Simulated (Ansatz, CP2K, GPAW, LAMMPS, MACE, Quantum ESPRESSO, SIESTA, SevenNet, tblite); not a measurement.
**Amorphous 30In2O3-70HfO2 (mol %) (83 atoms) in tblite**

Aim: run amorphous 30In2O3-70HfO2 (mol %) (83 atoms) in tblite and see how near its forces come to a plane-wave reference, and at what cost.

Main program and level: tblite 0.8.0; the method is named at each step.

**1. The starting structure**

The cell holds 83 atoms: 14 In, 16 Hf and 53 O. Cell: a = 10.461 Å, b = 10.461 Å, c = 10.461 Å, α = 90.0°, β = 90.0°, γ = 90.0°. 83 atoms (14 Sc, 16 Zr, 53 O) placed at random at 4.52 g/cm³, melted at 5000 K for 10 ps at fixed volume with the Morse and Coulomb pair potential with partial charges (Pedone, Malavasi, Menziani, Cormack and Segre, J. Phys. Chem. B 110, 11780 (2006)). Quenched from 5000 K to 300 K at 200 K/ps and fixed volume, held 10 ps at zero pressure, then minimised at fixed cell. Then Sc was replaced by In, Zr was replaced by Hf and the cell scaled by 1.022 (the potential has no terms for the new elements, so the cell is a start for a DFT relaxation).

The yardstick, on the same geometry:

```
method                                           : Kohn-Sham DFT, PBE, PAW, plane waves (Ansatz 0.2.0); cutoff 420 eV, Γ point, fermi-dirac smearing of 0.05 eV; PAW set soft_2
r.m.s. force component                           : 0.5312 eV/Å
longest force                                    : 2.005 eV/Å
pressure                                         : -6.938 GPa
gap (highest filled to lowest empty level) : 1.587 eV
SCF cycles                                       : 11
time                                             : 18 s on 8 threads of Arm Neoverse V1, shared host
CPU time                                         : 2.2 min
```

**2. IPEA1-xTB**

Method: IPEA1-xTB tight binding, diagonalisation.

run.py reads:

```python
import numpy as np
from ase.io import read
from tblite.ase import TBLite

atoms = read("structure.xyz")
atoms.calc = TBLite(method="IPEA1-xTB", electronic_temperature=580, accuracy=1.0, max_iterations=250, mixer_damping=0.4, verbosity=1)
energy = atoms.get_potential_energy()
forces = atoms.get_forces()
print(f"energy {energy:.6f} eV")
print("forces (eV/A)")
for i, (a, f) in enumerate(zip(atoms, forces)):
    print(f"{i:4d} {a.symbol:2s} {f[0]:10.5f} {f[1]:10.5f} {f[2]:10.5f}")
stress = -atoms.get_stress(voigt=False) * 160.21766
print("stress (GPa, compression positive)")
for row in stress:
    print(" ".join(f"{x:10.4f}" for x in row))
print("charges (e)")
print(np.array2string(atoms.get_charges(), precision=4, suppress_small=True, max_line_width=110, threshold=100000))
```

structure.xyz reads:

```xyz
83
Lattice="10.46053 0.00000 0.00000 0.00000 10.46053 0.00000 0.00000 0.00000 10.46053" Properties=species:S:1:pos:R:3 pbc="T T T"
In 5.46155 5.91449 0.17678
In 9.95570 4.83517 4.82157
In 9.01468 0.17333 4.07187
In 8.83130 7.49204 4.28296
In 2.93711 4.53966 3.25186
In 7.51694 4.41811 2.80028
In 2.65007 5.21457 10.27778
In 3.53995 8.78611 0.12772
In 4.12396 7.43702 7.48702
In 0.59771 9.67494 1.75716
In 10.23950 9.86564 9.35004
In 4.99218 1.08319 3.60888
In 10.16314 6.23416 0.43830
In 5.75789 10.35425 8.80222
Hf 3.90900 3.49288 7.61192
Hf 4.54385 2.19043 0.18023
Hf 1.45945 1.81187 4.64448
Hf 7.62876 2.23196 6.09462
Hf 0.52658 6.67361 7.47729
Hf 2.70792 0.32250 7.31170
Hf 7.89582 4.08578 9.31071
Hf 4.94846 7.31819 3.36829
Hf 1.70548 8.24719 4.56309
Hf 7.82437 7.24946 8.05869
Hf 6.16847 5.32587 5.87662
Hf 6.15937 9.58310 5.70810
Hf 7.76360 1.33487 0.94678
Hf 0.41947 2.67193 1.30798
Hf 7.33356 8.53401 1.18978
Hf 0.37428 2.93763 8.00063
O 9.75507 1.71218 5.33257
O 4.14770 5.40224 6.78407
O 5.72683 3.25699 6.43887
O 4.59510 4.08630 9.63687
O 8.70567 2.99652 7.67949
O 9.68446 8.30964 8.04425
O 2.18970 7.81569 6.68208
O 0.28118 4.66791 6.76796
O 9.19397 5.80800 8.93946
O 9.49900 8.18149 0.84908
O 0.62847 1.11614 2.83198
O 9.86606 3.31379 9.95215
O 6.19002 8.51487 7.66077
O 0.79008 0.84416 8.17710
O 3.94833 6.82958 9.51961
O 1.05976 3.77866 3.93713
O 9.18999 5.72578 3.07121
O 3.39674 2.42381 3.83734
O 7.12456 7.52091 3.03617
O 5.36542 7.44476 5.50234
O 6.71964 5.34606 8.00743
O 1.55726 9.44795 10.38019
O 7.91015 4.00806 4.92126
O 2.25152 2.37538 6.56304
O 1.21781 6.55174 9.46772
O 7.17216 4.77774 0.74699
[... 23 atom lines left out ...]
O 2.52151 2.38667 0.83883
O 4.76550 0.07542 0.27438
O 7.97103 10.22559 2.31512
O 5.17179 7.84059 1.30851
```

Command:

```
> OMP_NUM_THREADS=1 python run.py > output.txt
```

Output:

```text
------------------------------------------------------------
  cycle        total energy    energy error   density error
------------------------------------------------------------
      1     -263.2551376855  -2.6323092E+02   1.0481379E+00
      2     -262.5998298680   6.5530782E-01   9.6051438E-01
      3     -281.1212728378  -1.8521443E+01   6.3430855E-01
      4     -291.6793075862  -1.0558035E+01   2.8651094E-01
      5     -293.6690452305  -1.9897376E+00   1.4268356E-01
      6     -294.0300908663  -3.6104564E-01   9.1198936E-02
      7     -294.2066689646  -1.7657810E-01   5.4853941E-02
      8     -294.3078337255  -1.0116476E-01   2.4035709E-02
      9     -294.3345867105  -2.6752985E-02   8.3892376E-03
     10     -294.3371343832  -2.5476727E-03   2.0425843E-03
     11     -294.3370196797   1.1470346E-04   2.4507465E-03
     12     -294.3371924108  -1.7273111E-04   1.4208597E-03
     13     -294.3372592204  -6.6809540E-05   2.5454065E-04
     14     -294.3372610158  -1.7954434E-06   1.3482445E-04
     15     -294.3372619182  -9.0237296E-07   4.6183404E-05
     16     -294.3372619873  -6.9114606E-08   2.1512829E-05
     17     -294.3372619989  -1.1572524E-08   1.0266158E-05
------------------------------------------------------------
 total:                                   6.602 sec
energy -8009.324858 eV
forces (eV/A)
   0 In    2.87588   -0.26098   -0.25457
   1 In    0.39870   -1.97188    1.39156
   2 In   -0.15765    1.47358    0.27830
   3 In   -1.53383    1.18770    0.37622
   4 In    0.51515    0.12054    0.57091
   5 In   -0.71043   -0.59638   -0.32832
   6 In   -1.47066   -1.59788   -0.67342
   7 In    0.22591    0.57316    0.88339
   8 In    0.58240   -0.20565   -1.50919
   9 In    0.32772    0.52097    1.03336
  10 In   -1.01695    0.47002   -1.52730
  11 In   -0.27759   -0.31414    0.37774
  12 In   -1.52758   -0.47482   -0.50931
  13 In    0.77756    1.30953   -0.41871
  14 Hf    0.34152    0.08974   -0.38917
  15 Hf   -1.06271    0.46943    0.66077
  16 Hf    0.21135   -0.88619    0.36453
  17 Hf   -0.66509    0.12324    0.31890
  18 Hf   -0.18598   -0.18789    0.47618
  19 Hf    1.07141   -0.51810   -0.44149
  20 Hf   -0.43688   -0.32925   -0.46574
  21 Hf   -0.13435   -0.02370   -0.39167
  22 Hf   -0.32489    0.40329   -0.19720
  23 Hf   -0.81277    0.11368    0.23545
[...]
75 O     0.62730   -0.15871    0.23868
  76 O     0.37181    0.44188   -0.30439
  77 O    -0.09059    0.24510   -0.21740
  78 O    -0.25280    0.24668    0.38991
  79 O     0.28976    0.35524   -0.08169
  80 O     0.18908    0.37727    0.47973
  81 O    -0.35706    0.01588   -1.09338
  82 O     0.09319    0.16488    0.59441
stress (GPa, compression positive)
  -15.9795    -0.8907     1.6205
   -0.8907   -15.1823    -0.4817
    1.6205    -0.4817   -15.7406
charges (e)
[ 0.5443  0.572   0.5635  0.5677  0.5318  0.5391  0.5243  0.5559  0.5719  0.5251  0.5209  0.5251  0.5599
  0.5443  1.008   0.9673  0.9937  0.9382  0.988   0.9719  0.9672  0.9594  0.9856  0.9509  0.9407  0.9069
  0.9493  0.9758  0.9631  0.9924 -0.4515 -0.4486 -0.4944 -0.4364 -0.4878 -0.4185 -0.4502 -0.4512 -0.4564
 -0.3821 -0.4444 -0.4903 -0.4255 -0.4412 -0.3491 -0.3929 -0.3721 -0.3847 -0.4604 -0.4708 -0.4869 -0.3563
 -0.4077 -0.4994 -0.4118 -0.4049 -0.4856 -0.3856 -0.4264 -0.3961 -0.4647 -0.4317 -0.4317 -0.4352 -0.444
 -0.4278 -0.3745 -0.4686 -0.493  -0.4615 -0.3591 -0.4553 -0.433  -0.4407 -0.4409 -0.4425 -0.4575 -0.484
 -0.4183 -0.4933 -0.4136 -0.4474 -0.4165]
```

Wall time 7.2 s (1 thread of Arm Neoverse V1, shared host); peak memory 0.13 GiB.

Banners, paths, timers and routine set-up lines are dropped from the logs unmarked, and long logs keep their key lines alone; longer cuts are marked.

Numbers from this run, and their distance from the reference:

```yaml
r_m_s_force_component: 0.5436 eV/Å
r_m_s_difference_of_force_components: 453.2 meV/Å
longest_difference_of_force_vectors: 1839 meV/Å
force_difference_over_r_m_s_force: 85.32 %
slope_of_forces_against_the_reference_s: 0.6598
correlation_of_force_components: 0.6447
pressure: -15.63 GPa
pressure_difference: -8.696 GPa
```

Length of the force difference by element (eV/Å):

| element | atoms | mean | most |
| --- | --- | --- | --- |
| Hf | 16 | 0.75 | 1.2 |
| In | 14 | 1.2 | 1.8 |
| O | 53 | 0.52 | 1.3 |

A closer look about In1, which bears the longest force: 9 atoms, nearest first, numbered in the order of the input, with positions taken from that point.

| atom | x | y | z | distance (Å) | bonds | Mulliken charge (e) | Fx | Fy | Fz (eV/Å) |
| --- | --- | --- | --- | --- | --- | --- | --- | --- | --- |
| In1 | 0.00 | 0.00 | 0.00 | 0.00 | 6 | 0.54 | 2.88 | -0.26 | -0.25 |
| O45 | -1.51 | 0.92 | -1.12 | 2.09 | 4 | -0.35 | -0.29 | 0.28 | -0.18 |
| O56 | 1.71 | -1.14 | 0.57 | 2.13 | 3 | -0.40 | 0.10 | -0.37 | -0.12 |
| O77 | 1.62 | 1.31 | -0.61 | 2.17 | 3 | -0.46 | 0.37 | 0.44 | -0.30 |
| O71 | -1.55 | -0.66 | 1.37 | 2.17 | 3 | -0.36 | -0.09 | 0.07 | 0.59 |
| O83 | -0.29 | 1.93 | 1.13 | 2.25 | 4 | -0.42 | 0.09 | 0.16 | 0.59 |
| O34 | -0.87 | -1.83 | -1.00 | 2.26 | 4 | -0.44 | 0.22 | -0.49 | -0.37 |
| In7 | -2.81 | -0.70 | -0.36 | 2.92 | 6 | 0.52 | -1.47 | -1.60 | -0.67 |
| O51 | 1.26 | -0.57 | -2.63 | 2.97 | 3 | -0.49 | 0.46 | -0.31 | 0.30 |

Atoms are counted from 1 here, from 0 in the log.

Forces lie 85 % from the reference's, at 0.056 times its CPU time (on 1 against 8 cores).

Left out of this page: tblite GFN1-xTB (killed or ended with an error).

**3. Summary of results**

| Item | Value |
| --- | --- |
| force difference from the reference | tblite IPEA1-xTB, 85 % |
| its CPU time | 7.2 s |

Tight binding differs by 85 % (tblite IPEA1-xTB); it is another model, with fitted parameters of its own, and the xTB methods hold dispersion. IPEA1-xTB was fitted to ionisation energies and electron affinities, not to forces or charges. One electronic-structure run takes under half the reference's CPU time: tblite IPEA1-xTB, at 85 % in 7.2 s against 2.2 min, too far off to be of use; its pressure misses by -8.7 GPa. Periodic xTB results under one method name differ between programs and library versions. The quench rate of 200 K/ps is many orders above laboratory rates, so the cell is likely richer in defects and strain than a real sample. The network of bonds at the start is that of the classical potential that made the cell, and needn't be the one that DFT or experiment would give. The reference's stress is far from hydrostatic: its diagonal is -9.0, -6.2, -5.6 GPa, compression counted positive. The reference's pressure of -6.9 GPa belongs to a cell and atoms that aren't relaxed at this level. The electronic-structure runs sample only Γ, in a cell whose shortest periodic width is 10 Å. Spin–orbit coupling is left out, which matters for the levels of the heavy elements.

[Also dropped from logs without a mark: logging warnings of Python, and SIESTA's first energy breakdown and zero terms.]

[Logs are printed without paths, hosts, clocks, repeated set-up lines and the standing remarks that a program may print on its own settings, such as how far it seeks lower states.]

[Hosts, paths, dates, database ids (printed as entryN), source tags and the programs' standing remarks are cut or masked in the printed files.]
